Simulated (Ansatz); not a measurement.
## LiCl (Fm-3m): the PBE gap against the k mesh of the density

Aim: see how gap, energy and time of LiCl (Fm-3m) follow the k mesh of the density.

Calculated with Ansatz 0.2.0; DFT, PBE, plane waves, PAW; PAW set soft_1.

## 1. The structure

The structure is cubic, space group Fm-3m (No. 225). Conventional cell: a = 5.143 Å, b = 5.143 Å, c = 5.143 Å, α = 90.00°, β = 90.00°, γ = 90.00°. Nearest to Li lie 6 Cl at 2.57 Å. Nearest to Cl lie 6 Li at 2.57 Å. Farther neighbours and most contacts between anions are not listed.

The cell and positions come from the Crystallography Open Database and are kept as given unless a step says otherwise.

## 2. k mesh of the density: 2×2×2

input.yaml reads:

```yaml
crystal:
  lattice:
    - [0.0, 2.5715, 2.5715]
    - [2.5715, 0.0, 2.5715]
    - [2.5715, 2.5715, 0.0]
  atoms:
    - { symbol: Li, position: [0.0, 0.0, 0.0] }
    - { symbol: Cl, position: [0.5, 0.5, 0.5] }
kpoints:
  mp_grid: { grid: [2, 2, 2] }
  band_path:
    path:
      - [0.0, 0.0, 0.0]
      - [0.5, 0.0, 0.5]
      - [0.625, 0.25, 0.625]
      - [0.375, 0.375, 0.75]
      - [0.5, 0.5, 0.5]
      - [0.5, 0.25, 0.75]
      - [0.075, 0.075, 0.15]
    npoints: 1
hamiltonian:
  xc: pbe
  pseudopotentials: { kind: paw, azcp: { folder: soft_1 } }
scf:
  occupations: { method: fixed }
  n_extra_bands: 4
output:
  eigenvalues: true
```

On the command line:

```console
ansatz run input.yaml --threads 24 --pin off --max-ram 82944MiB --backend cuda --events-out ev --progress --plain --runs-dir out --devices 1 --max-vram 78GiB
```

Numbers of over 12 decimals in the logs are rounded to 6 here.

Output:

```text
scf.n_extra_bands = 4 over 5 filled bands (N_el = 10.0): the run solves 9 bands
GPUs: using 1 of 1 available (devices: 1).
Engine: ansatz 0.2.0, aarch64-unknown-linux-gnu
Pseudopotentials: kind: paw
Pseudopotential: Li, paw, valence charge 3, recommended cutoff 420 eV (normal), soft_1/Li.paw.azcp
Pseudopotential: Cl, paw, valence charge 7, recommended cutoff 420 eV (normal), soft_1/Cl.paw.azcp
Functional definition: PBE
  parameter kappa = 0.804
  parameter beta = 0.066725
  exchange = pbe_x(kappa = kappa, mu = beta*pi^2/3)
  correlation = pbe_c(beta = beta)
device memory: the entry about to start is reckoned to put 1.2 GiB on a device that reports 168.9 GiB free (of which the cap on the GPU budget leaves the run 78.0 GiB)
GPU FFT provider: cuFFT
GPU libraries: cuBLAS 13.8.1, cuFFT 12.4.0, cuSOLVER 12.3.2
GPU matrix products: emulated (plane waves: as basis.precision tells), large ones in fixed point in workspaces of 1.00 GiB
Crystal: 2 atoms, lattice volume = 34.009 Å³
Basis set: ecut = 420 eV, 645 PW (Γ)
Bands: 9, of which v1, the nominal top of the filled ones, is band 5 counted from 1 (4 counted from 0)
Symmetry: 48 space group operations
Space group: Fm-3m (ITA 225), of the structure as read, at distance tolerance 3.2e-5 Å
k-points: 3 of 8
Non-local potential: Li, projectors of the file, l = 0: 3, l = 1: 2, l = 2: 1
Non-local potential: Cl, projectors of the file, l = 0: 2, l = 1: 2, l = 2: 1
PAW form: soft (Blöchl's): semilocal exchange-correlation on the pseudo side does not see the compensation charge
PAW one-centre angular grid: Li, 110 points (default); XC on 96 Gauss nodes
PAW one-centre angular grid: Cl, 110 points (default); XC on 64 Gauss nodes
Initial density: superposition of atomic densities (chi_scale 0.1, normalization cell, long waves kept (reshape's long-wave potential 0.00 eV rms))
Initial wavefunctions: pseudopotential atomic-orbital guess
GPU buffer pool allocated for 15625 grid points (all kernels)
GPU transforms: local potential and band sums: pruned to the plane-wave sphere, on 25×25×25
Functional: x = pbe(κ = 0.804, μ = 0.219515), c = pbe(β = 0.066725)
SCF iter   1: F=—  HF=-1287.244987 eV  |F-HF|=—  |Δ(HF+E_count)|=         —  Δρ=2.91e-2  dr2=2.05e-1  ethr=3.10e-3  ⟨swp⟩=5.3  Hψ=180  notcnv=0
preconditioner: auto → none  [insulator: Δε(μ)=5.859 eV  Ē_g=13.817 eV  n_scr=8 (ndim 8)  ℏωp=18.0 eV  f_vac=0.000  ε∞_Penn≈2.7]
SCF iter   2: F=—  HF=-1287.289100 eV  |F-HF|=—  |Δ(HF+E_count)|=   4.41e-2  Δρ=1.43e-2  dr2=4.58e-2  ethr=2.05e-3  ⟨swp⟩=2.0  Hψ=60  notcnv=0  defer=3
SCF iter   3: F=—  HF=-1287.306760 eV  |F-HF|=—  |Δ(HF+E_count)|=   1.77e-2  Δρ=1.44e-3  dr2=1.18e-3  ethr=4.58e-4  ⟨swp⟩=3.7  Hψ=54  notcnv=0  defer=3
SCF iter   4: F=—  HF=-1287.306632 eV  |F-HF|=—  |Δ(HF+E_count)|=   1.28e-4  Δρ=3.89e-4  dr2=3.96e-5  ethr=1.18e-5  ⟨swp⟩=2.3  Hψ=47  notcnv=0  defer=3
SCF iter   5: F=—  HF=-1287.306698 eV  |F-HF|=—  |Δ(HF+E_count)|=   6.64e-5  Δρ=7.32e-5  dr2=1.34e-6  ethr=3.96e-7  ⟨swp⟩=2.0  Hψ=51  notcnv=0  defer=3
SCF iter   6: F=-1287.306698 eV  HF=-1287.306698 eV  |F-HF|=1.91e-9  |Δ(HF+E_count)|=   3.33e-7  Δρ=9.10e-6  dr2=1.40e-8  ethr=1.00e-9  ⟨swp⟩=5.7  Hψ=150  notcnv=0
SCF 1 converged in 6 iterations: F = -1287.306698 eV  dr2 = 1.40e-8
[...]
device memory: the entry about to start is reckoned to put 1.4 GiB on a device that reports 169.2 GiB free (of which the cap on the GPU budget leaves the run 78.0 GiB)
NSCF: frozen V_eff on 7 k-points
SCF converged after 6 iterations
Free energy (F): -1287.306698 eV
Harris-Foulkes:  -1287.306698 eV  (|F-HF|=1.91e-9)
Internal energy: -1287.306698 eV  (E = F + TS)
E sigma→0 (E₀):  -1287.306698 eV
Fermi energy:    1.864237 eV
--- Per-component energies (eV) ---
  E_band       = -101.916341
  E_kinetic    = 172.157350
  E_local      = -331.635224  (includes V_loc(G=0)·N_el)
  E_nonlocal   = 11.494785
  E_hartree    = 98.341667
  E_xc         = -117.799295
  E_vxc        = -129.847995  (∫ρ·V_xc dr)
  E_paw        = -683.522113  (= ΣΔE_a)
  E_vpaw       = -20.770340  (= ΣTr[D̂ρ^β])
  E_aug_tail   = 0.000361  (compensation charges beyond the density's cutoff)
  E_ewald      = -436.344230
  E_smearing   = -0.000000  (= −TS)
  E_closure    = 0.000000  (closes the sum)
  Σ components = -1287.306698   (vs F -1287.306698, Δ=0.00e0)
--- Band table (eV) ---
  k-point 0: bands = ["-42.0618", "-11.4841", "1.8642", "1.8642", "1.8642", "8.0581", "13.5320", "13.5320", "13.5320"]
  k-point 1: bands = ["-42.0592", "-10.9109", "-0.9755", "1.6095", "1.6095", "8.4815", "11.1240", "11.1240", "14.7067"]
  k-point 2: bands = ["-42.0584", "-10.6648", "-1.0493", "0.7519", "0.7519", "9.5127", "10.0024", "14.1954", "15.7768"]
```

Run time: 0.72 s. Hardware: 1 × NVIDIA GB200 (shared by 2 runs) with 24 threads of Arm Neoverse V2, shared host; peak memory 0.95 GiB.

Numbers from this step:

* gap: 6.190 eV
* valence top at: k = (0.075, 0.075, 0.150)
* conduction bottom at: Γ
* least direct gap: 6.194 eV

The gap is indirect, with the least direct gap 0.004 eV higher.

## 3. k mesh of the density: 4×4×4

Edit input.yaml of step 2 so:

```diff
@@ -9,3 +9,3 @@
 kpoints:
-  mp_grid: { grid: [2, 2, 2] }
+  mp_grid: { grid: [4, 4, 4] }
   band_path:
```

Output:

```text
[...]
GPUs: using 1 of 1 available (devices: 1).
[...]
GPU FFT provider: cuFFT
GPU libraries: cuBLAS 13.8.1, cuFFT 12.4.0, cuSOLVER 12.3.2
[...]
Crystal: 2 atoms, lattice volume = 34.009 Å³
Basis set: ecut = 420 eV, 645 PW (Γ)
Bands: 9, of which v1, the nominal top of the filled ones, is band 5 counted from 1 (4 counted from 0)
[... 1 set-up line as in the run before ...]
[...]
SCF 1 converged in 6 iterations: F = -1287.828807 eV  dr2 = 4.00e-9
[...]
NSCF: frozen V_eff on 7 k-points
SCF converged after 6 iterations
Free energy (F): -1287.828807 eV
[...]
Internal energy: -1287.828807 eV  (E = F + TS)
E sigma→0 (E₀):  -1287.828807 eV
Fermi energy:    1.624261 eV
[...]
--- Band table (eV; the first three rows and the last of 8) ---
[...]
```

Wall time 0.9 s (1 × NVIDIA GB200 (shared by 2 runs) with 24 threads); peak memory 0.93 GiB; 1.9 s of CPU time.

This step gave:

* gap: 6.281 eV
* valence top at: k = (0.075, 0.075, 0.150)
* conduction bottom at: Γ
* least direct gap: 6.285 eV

The gap is 6.281 eV, +0.092 eV from the run before at this level.

## 4. k mesh of the density: 8×8×8 (the default)

input.yaml, the sections that differ from step 3:

```yaml
kpoints:
  mp_grid: { grid: [8, 8, 8] }
  band_path:
    path:
      - [[0.0, 0.0, 0.0], [0.5, 0.0, 0.5], [0.625, 0.25, 0.625]]
      - [[0.375, 0.375, 0.75], [0.0, 0.0, 0.0], [0.5, 0.5, 0.5], [0.5, 0.25, 0.75], [0.5, 0.0, 0.5]]
    npoints: 10
scf:
  occupations: { method: fermi_dirac, width: 0.02 }
  n_extra_bands: 4
# crystal, hamiltonian, output: as in step 3
```

Output:

```text
[...]
GPUs: using 1 of 1 available (devices: 1).
[...]
GPU FFT provider: cuFFT
GPU libraries: cuBLAS 13.8.1, cuFFT 12.4.0, cuSOLVER 12.3.2
[...]
Crystal: 2 atoms, lattice volume = 34.009 Å³
Basis set: ecut = 420 eV, 645 PW (Γ)
Bands: 9, of which v1, the nominal top of the filled ones, is band 5 counted from 1 (4 counted from 0)
[... 1 set-up line as in the run before ...]
[...]
SCF 1 converged in 6 iterations: F = -1287.835171 eV  dr2 = 1.38e-8
[...]
NSCF: frozen V_eff on 62 k-points, pencils in batches of 32, up to order 44
SCF converged after 6 iterations
Free energy (F): -1287.835171 eV
[...]
Internal energy: -1287.835171 eV  (E = F + TS)
E sigma→0 (E₀):  -1287.835171 eV
Fermi energy:    4.786985 eV
[...]
--- Band table (eV; the first three rows and the last of 29) ---
[...]
```

It took 0.92 s on 1 × NVIDIA GB200 (shared by 2 runs) with 24 threads; peak memory 0.97 GiB; 1.7 s of CPU time.

This step gave:

| Item | Value |
| --- | --- |
| gap | 6.284 eV |
| valence top at | k = (0.075, 0.075, 0.150) |
| conduction bottom at | Γ |
| least direct gap | 6.287 eV |

The gap is 6.284 eV, +0.002 eV from the run before at this level.

## 5. k mesh of the density: 12×12×12

input.yaml, the sections that differ from step 4:

```yaml
kpoints:
  mp_grid: { grid: [12, 12, 12] }
  band_path:
    path:
      - [0.0, 0.0, 0.0]
      - [0.5, 0.0, 0.5]
      - [0.625, 0.25, 0.625]
      - [0.375, 0.375, 0.75]
      - [0.5, 0.5, 0.5]
      - [0.5, 0.25, 0.75]
      - [0.075, 0.075, 0.15]
    npoints: 1
scf:
  occupations: { method: fixed }
  n_extra_bands: 4
# crystal, hamiltonian, output: as in step 4
```

Output:

```text
[...]
GPUs: using 1 of 1 available (devices: 1).
[...]
GPU FFT provider: cuFFT
GPU libraries: cuBLAS 13.8.1, cuFFT 12.4.0, cuSOLVER 12.3.2
[...]
Crystal: 2 atoms, lattice volume = 34.009 Å³
Basis set: ecut = 420 eV, 645 PW (Γ)
Bands: 9, of which v1, the nominal top of the filled ones, is band 5 counted from 1 (4 counted from 0)
[... 1 set-up line as in the run before ...]
[...]
SCF 1 converged in 6 iterations: F = -1287.835174 eV  dr2 = 8.41e-9
[...]
SCF converged after 6 iterations
Free energy (F): -1287.835174 eV
[...]
Internal energy: -1287.835174 eV  (E = F + TS)
E sigma→0 (E₀):  -1287.835174 eV
Fermi energy:    1.620903 eV
[...]
--- Band table (eV; the first three rows and the last of 72) ---
[...]
```

Run time: 1.6 s. Hardware: 1 × NVIDIA GB200 (shared by 2 runs) with 24 threads; peak memory 0.95 GiB; 4.1 s of CPU time.

Numbers from this step:

| Quantity | Value |
| --- | --- |
| gap | 6.284 eV |
| valence top at | k = (0.075, 0.075, 0.150) |
| conduction bottom at | Γ |
| least direct gap | 6.287 eV |

The gap is 6.284 eV, as in the run before at this level.

## 6. The series

Differences are against the last row; a negative gap means that bands overlap, and a run with a band path holds that path's time. Times are wall times on 1 × NVIDIA GB200 (shared by 2 runs) with 24 threads of Arm Neoverse V2, shared host, good to a factor of about two.

```csv
k mesh of the density,gap (eV),direct gap (eV),gap error (eV),energy error (meV/atom),irreducible k,time
2×2×2,6.190,6.194,−0.094,+264.2,3,0.72 s
4×4×4,6.281,6.285,−0.002,+3.2,8,0.9 s
8×8×8,6.284,6.287,+0.000,+0.0,29,0.92 s
12×12×12,6.284,6.287,+0.000,+0.0,72,1.6 s
```

## 7. Summary of results

```yaml
2x2x2: 6.190 eV
4x4x4: 6.281 eV
8x8x8: 6.284 eV
12x12x12: 6.284 eV
```

**Reading.** The gap holds to 0.02 eV from 4×4×4 on. At 2×2×2 the gap is off by −0.094 eV and the energy by +264 meV/atom. The gap is read over the mesh and added points near the edges, so meshes differ mainly through the density and, for a hybrid, the exchange operator.

[Paths, hosts, dates, memory and timing lines, banners, echoed tables and standing remarks are left out of the program output.]

[Logs are printed without paths, hosts, clocks, repeated set-up lines and the standing remarks that a program may print on its own settings, such as how far it seeks lower states.]

[Runs of the session that timed out or met a known fault of the program may be left out.]

[Cells called generated may have been cut or substituted from an entry of the Crystallography Open Database or the Materials Project.]

[Hosts, paths, dates, database ids (printed as entryN), source tags and the programs' standing remarks are cut or masked in the printed files.]
